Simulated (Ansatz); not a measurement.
**Mg on Cu(111): change of the work function**

How does Mg on the fcc site change the work function of Cu(111) as the layer fills?

Method: plane-wave DFT, PBE, Ansatz PAW, in Ansatz 0.2.0.

## 1. The starting structure

The cell holds 4 atoms: 4 Cu. Its edges and angles: a = 2.553 Å, b = 2.553 Å, c = 24.253 Å, α = 90.0°, β = 90.0°, γ = 60.0°. Vacuum lies along c.

## 2. The clean slab

The bare slab comes first, as the zero from which every change is counted. The two lowest layers are held at bulk places and the upper ones relax. The dipole correction removes the false field that a one-sided slab makes across the periodic vacuum, so each face gets a flat vacuum level of its own.

input.yaml reads:

```yaml
crystal:
  lattice:
    - [2.5526554801, 0.0, 0.0]
    - [1.27632774, 2.2106644929, 0.0]
    - [0.0, 0.0, 24.2527034153]
  atoms:
    - { symbol: Cu, position: [0.0, 0.0, 0.3710926508] }
    - { symbol: Cu, position: [0.3333333333, 0.3333333333, 0.4570308836] }
    - { symbol: Cu, position: [0.6666666667, 0.6666666667, 0.5429691164] }
    - { symbol: Cu, position: [0.0, 0.0, 0.6289073492] }
kpoints:
  mp_grid: { grid: [12, 12, 1] }
hamiltonian:
  xc: pbe
scf:
  occupations: { method: fermi_dirac, width: 0.1 }
  convergence: { dr2_threshold: 1.0e-08 }
efield:
  axis: 3
  dipole_correction: true
  ramp_position: 0.97
  ramp_width: 0.06
relax:
  f_tol: 0.02
  max_steps: 60
  constraints: [{ sites: [0, 1] }]
output:
  write_potential: true
  write_density: true
  volumetric_format: npy
```

Started as:

```sh
ansatz run input.yaml --threads 4 --pin off --max-ram 16384MiB --backend cpu --events-out ev --progress --plain --runs-dir out
```

Log:

```text
Engine: ansatz 0.2.0, aarch64-unknown-linux-gnu
Pseudopotentials: kind: paw
Pseudopotential: Cu, paw, valence charge 19, recommended cutoff 420 eV (normal), Cu.paw.azcp
Functional definition: PBE
  parameter kappa = 0.804
  parameter beta = 0.066725
  exchange = pbe_x(kappa = kappa, mu = beta*pi^2/3)
  correlation = pbe_c(beta = beta)
Crystal: 4 atoms, lattice volume = 136.860 Å³
Basis set: ecut = 420 eV, 2739 PW (Γ), exchange–correlation on 36×36×360 points (8 copies of the dense FFT grid, shifted against one another)
Bands: 46, of which v1, the nominal top of the filled ones, is band 38 counted from 1 (37 counted from 0)
Symmetry: 6 space group operations
k-points: 19 of 144 (time reversal used)
Non-local potential: Cu, projectors of the file, l = 0: 3, l = 1: 2, l = 2: 3, l = 3: 1
PAW form: soft (Blöchl's): semilocal exchange-correlation on the pseudo side does not see the compensation charge
PAW one-centre angular grid: Cu, 590 points (default); XC on 64 Gauss nodes
Initial density: superposition of atomic densities (neutral atoms: chi_scale 0, normalization atom), corrected by the library's trained network
Initial wavefunctions: pseudopotential atomic-orbital guess
Functional: x = pbe(κ = 0.804, μ = 0.219515), c = pbe(β = 0.066725)
SCF iter   1: F=—  HF=-26499.782585 eV  |F-HF|=—  |Δ(HF+E_count)|=         —  Δρ=1.47e-3  dr2=6.66e-3  ethr=1.77e-3  p=0.000 e·Å  D=5.28e-14 V/Å  ΔV_dip=-0.00 eV  dr2_dipole=2.84e-8  V_vac-E_F(+/−)=4.73/4.73 eV  ⟨swp⟩=8.5  Hψ=3842  notcnv=0  defer=14
efield: sawtooth ramp at fractional position 0.9700 (set: `efield.ramp_position`, or a place that a band, a saddle search or an elastic batch's reference lends), width 0.0600; the density the first Hamiltonian is built on has a dipole p = 0.000 e·Å; the dipole correction subtracts the counter field D = 5.28e-14 V/Å, which shifts the + side's vacuum level by -0.00 eV against the − side's; the planar-averaged density in the ramp window peaks in size at 4.1e-5 e/Å³
preconditioner: auto → LDOS  [insulator: Δε(μ)=0.354 eV  Ē_g=8.430 eV  σ=0.100 eV  W_gap=0.62  n_scr=18 (ndim 8)  ℏωp=21.1 eV  f_vac=0.614  D(μ)=1.13/eV (n_scr^D=8)  ε∞_Penn≈7.2  β→1.0]
SCF iter   2: F=—  HF=-26499.789734 eV  |F-HF|=—  |Δ(HF+E_count)|=   7.15e-3  Δρ=2.64e-3  dr2=1.12e-2  ethr=8.77e-6  p=0.000 e·Å  D=7.48e-6 V/Å  ΔV_dip=-0.00 eV  dr2_dipole=6.76e-8  V_vac-E_F(+/−)=4.82/4.82 eV  ⟨swp⟩=2.9  Hψ=2151  notcnv=0  defer=27
SCF iter   3: F=—  HF=-26499.788157 eV  |F-HF|=—  |Δ(HF+E_count)|=   1.58e-3  Δρ=2.15e-3  dr2=3.58e-3  ethr=8.77e-6  p=-0.000 e·Å  D=-6.61e-6 V/Å  ΔV_dip=0.00 eV  dr2_dipole=3.88e-9  V_vac-E_F(+/−)=4.78/4.78 eV  ⟨swp⟩=2.1  Hψ=1535  notcnv=0  defer=27
SCF iter   4: F=—  HF=-26499.787339 eV  |F-HF|=—  |Δ(HF+E_count)|=   8.18e-4  Δρ=2.43e-4  dr2=1.31e-4  ethr=4.72e-6  p=-0.000 e·Å  D=-1.37e-6 V/Å  ΔV_dip=0.00 eV  dr2_dipole=1.46e-9  V_vac-E_F(+/−)=4.77/4.77 eV  ⟨swp⟩=2.0  Hψ=1282  notcnv=0  defer=27
SCF iter   5: F=—  HF=-26499.787325 eV  |F-HF|=—  |Δ(HF+E_count)|=   1.44e-5  Δρ=1.75e-4  dr2=3.18e-5  ethr=1.73e-7  p=-0.000 e·Å  D=-7.33e-8 V/Å  ΔV_dip=0.00 eV  dr2_dipole=8.30e-13  V_vac-E_F(+/−)=4.78/4.78 eV  ⟨swp⟩=2.1  Hψ=1339  notcnv=0  defer=27
SCF iter   6: F=—  HF=-26499.787338 eV  |F-HF|=—  |Δ(HF+E_count)|=   1.32e-5  Δρ=1.60e-4  dr2=2.49e-5  ethr=4.18e-8  p=0.000 e·Å  D=1.04e-7 V/Å  ΔV_dip=-0.00 eV  dr2_dipole=1.87e-12  V_vac-E_F(+/−)=4.78/4.78 eV  ⟨swp⟩=2.3  Hψ=1426  notcnv=0  defer=27
SCF iter   7: F=—  HF=-26499.787336 eV  |F-HF|=—  |Δ(HF+E_count)|=   1.60e-6  Δρ=5.82e-5  dr2=3.29e-6  ethr=3.27e-8  p=0.000 e·Å  D=4.69e-8 V/Å  ΔV_dip=-0.00 eV  dr2_dipole=3.96e-12  V_vac-E_F(+/−)=4.78/4.78 eV  ⟨swp⟩=2.3  Hψ=1131  notcnv=0  defer=27
SCF iter   8: F=—  HF=-26499.787328 eV  |F-HF|=—  |Δ(HF+E_count)|=   7.87e-6  Δρ=1.25e-5  dr2=1.97e-7  ethr=4.33e-9  p=-0.000 e·Å  D=-1.05e-8 V/Å  ΔV_dip=0.00 eV  dr2_dipole=2.53e-13  V_vac-E_F(+/−)=4.78/4.78 eV  ⟨swp⟩=2.1  Hψ=1227  notcnv=0  defer=27
SCF iter   9: F=-26499.787329 eV  HF=-26499.787329 eV  |F-HF|=4.33e-9  |Δ(HF+E_count)|=   1.91e-7  Δρ=2.15e-6  dr2=4.92e-9  ethr=1.32e-11  p=0.000 e·Å  D=1.18e-7 V/Å  ΔV_dip=-0.00 eV  dr2_dipole=2.32e-12  V_vac-E_F(+/−)=4.79/4.79 eV  ⟨swp⟩=8.4  Hψ=6816  notcnv=0
SCF 1 converged in 9 iterations: F = -26499.787329 eV  dr2 = 4.92e-9
  greatest PAW one-centre occupation: 1.000 electrons in one spin orbital (limit 2), on the Cu atom at site 3 (counted from 0), in its partial waves of l = 0
relax step   1: F+E_penalty+E_count = -26499.78732861 eV  Δ(F+E_penalty+E_count) = +0.000e0 eV  max|allowed force component| = 1.263e-2 eV/Å  Δτ_max = 0.0000 Å  (9 SCF iters, accepted)
NSCF: frozen V_eff on 19 k-points
the band table was solved once a step of the walk had ended and its energy, with any forces and stress, was formed, with the checks that follow a solve (4565 applications of the Hamiltonian). They found nothing against the state; the energy, forces and stress were not computed again (output.eigenvalues in the input reference)
WARN: The input density's exchange-correlation potential varies sharply where the density is thin. Do not read a vacuum level from v_tot or v_xc, or from such a field of the output density. On a cell that repeats whose density bears no net charge and no dipole along the vacuum's axis use v_es (v_loc + v_h of the components); under efield.dipole_correction with no amplitude use v_es + v_field, which holds any external [...]
SCF converged after 9 iterations
Free energy (F): -26499.787329 eV
Harris-Foulkes:  -26499.787329 eV  (|F-HF|=4.33e-9)
Internal energy: -26499.748950 eV  (E = F + TS)
E sigma→0 (E₀):  -26499.768139 eV
Entropy (-TS):   -0.038378 eV (-9.595 meV/atom)
Fermi energy:    2.702448 eV
Dipole field:    D = -0.000002 V/Å  (p = -0.000002 e·Å, saw-weighted, corrected)
Work function:   Φ+ = 4.7859 eV   Φ− = 4.7858 eV
Levels:          The Fermi level and band energies are counted from a zero that moves with the ramp; work functions are not
--- Per-component energies (eV) ---
  E_band       = -2495.104486
  E_kinetic    = 1198.592196
  E_local      = -181627.940614  (includes V_loc(G=0)·N_el)
  E_nonlocal   = 1563.718189
  E_hartree    = 89322.477505
  E_xc         = -355.976173
  E_vxc        = -459.154347  (∫ρ·V_xc dr)
  E_paw        = -6655.772123  (= ΣΔE_a)
  E_vpaw       = -1815.295434  (= ΣTr[D̂ρ^β])
  E_aug_tail   = 0.001085  (compensation charges beyond the density's cutoff)
  E_efield     = 0.000000  (sawtooth field / dipole correction)
  E_vefield    = 0.000000  (∫n·V_field dr)
  E_ewald      = 70055.150985
  E_smearing   = -0.038378  (= −TS)
  E_closure    = -0.000000  (closes the sum)
  Σ components = -26499.787329   (vs F -26499.787329, Δ=0.00e0)
--- Forces (eV/Å), atoms counted from 1 ---
  atom   1  Cu     0.00000000     0.00000000     0.01262881
  atom   2  Cu     0.00000000     0.00000000     0.00864269
  atom   3  Cu    -0.00000000     0.00000000    -0.00864295
  atom   4  Cu     0.00000000    -0.00000000    -0.01263010
  max |Σ_I F_I| component: 1.56e-6 eV/Å
--- Band table (eV; the first three rows and the last of 19) ---
  k-point 0: bands = [... 34 lower, 0.7015, 0.9883, 0.9883, 1.1278, 1.1278, 1.4792, 2.4508, 6.9317, ... 4 higher]
  k-point 1: bands = [... 34 lower, 0.7069, 0.7722, 0.9591, 0.9858, 1.1309, 1.9111, 3.0010, 7.1104, ... 4 higher]
  k-point 2: bands = [... 34 lower, 0.6428, 0.7099, 0.9780, 1.1384, 1.2113, 2.6414, 4.1277, 7.6456, ... 4 higher]
  k-point 18: bands = [... 34 lower, 1.0442, 1.0505, 6.1270, 6.3749, 6.3749, 7.1516, 7.1516, 7.9011, ... 4 higher]
--- Relaxed structure (1 steps of the walk, 1 accepted, 0 SCFs on fresh bases) ---
  F+E_penalty+E_count = -26499.78732861 eV   max|allowed force component| = 1.263e-2 eV/Å
  atoms:
    - { symbol: Cu, position: [0.0, 0.0, 0.3710926508] }
    - { symbol: Cu, position: [0.333333, 0.333333, 0.4570308836] }
    - { symbol: Cu, position: [0.666667, 0.666667, 0.5429691164] }
    - { symbol: Cu, position: [0.0, 0.0, 0.6289073492] }
```

It took 3.9 s on 4 threads of Arm Neoverse V2, shared host; peak memory 0.47 GiB.

No atom moved by 0.005 Å in the relaxation.

Read from the output:

| Item | Value |
| --- | --- |
| energy at zero smearing | -26499.7681 eV |
| work function, upper face | 4.786 eV |
| dipole along the normal | -1.78e-6 e·Å |

Running mean over 2.084 Å of the planar mean; the ramp of the sawtooth is left out. The electron's electrostatic potential energy less the Fermi level by z:

z (Å), electron's electrostatic potential energy less the Fermi level (eV) and a bar from the least value:
```
      3.0       4.79 ##############################
      3.5       4.79 ##############################
      4.0       4.79 ##############################
      4.5       4.78 ##############################
      5.0       4.78 ##############################
      5.5       4.77 ##############################
      6.0       4.73 ##############################
      6.5       4.60 ##############################
      7.0       4.11 #############################
      7.5       2.00 ########################
      8.0      -2.75 #############
      8.5      -7.12 ####
      9.0      -8.54 #
      9.5      -8.74 
     10.0      -8.78 
     10.5      -8.81 
     11.0      -8.83 
     11.5      -8.82 
     12.0      -8.81 
     12.5      -8.81 
     13.0      -8.82 
     13.5      -8.82 
     14.0      -8.79 
     14.5      -8.76 
     15.0      -8.69 
     15.5      -8.16 #
     16.0      -5.25 ########
     16.5      -0.20 ###################
     17.0       3.41 ###########################
     17.5       4.43 #############################
     18.0       4.68 ##############################
     18.5       4.76 ##############################
     19.0       4.78 ##############################
     19.5       4.78 ##############################
     20.0       4.79 ##############################
     20.5       4.79 ##############################
     21.0       4.79 ##############################
```

The work function of the upper face is 4.79 eV.

[end of part 1 of 3]

[Long decimals in the printed logs are rounded to 6 places.]

[Logs are printed without paths, hosts, clocks, repeated set-up lines and the standing remarks that a program may print on its own settings, such as how far it seeks lower states.]

[Hosts, paths, dates, database ids (printed as entryN), source tags and the programs' standing remarks are cut or masked in the printed files.]

[Maps of the electrostatic potential energy from Ansatz leave out the sawtooth potential of an applied field or a dipole correction, so their vacuum need not be flat; planar profiles and work functions include it.]
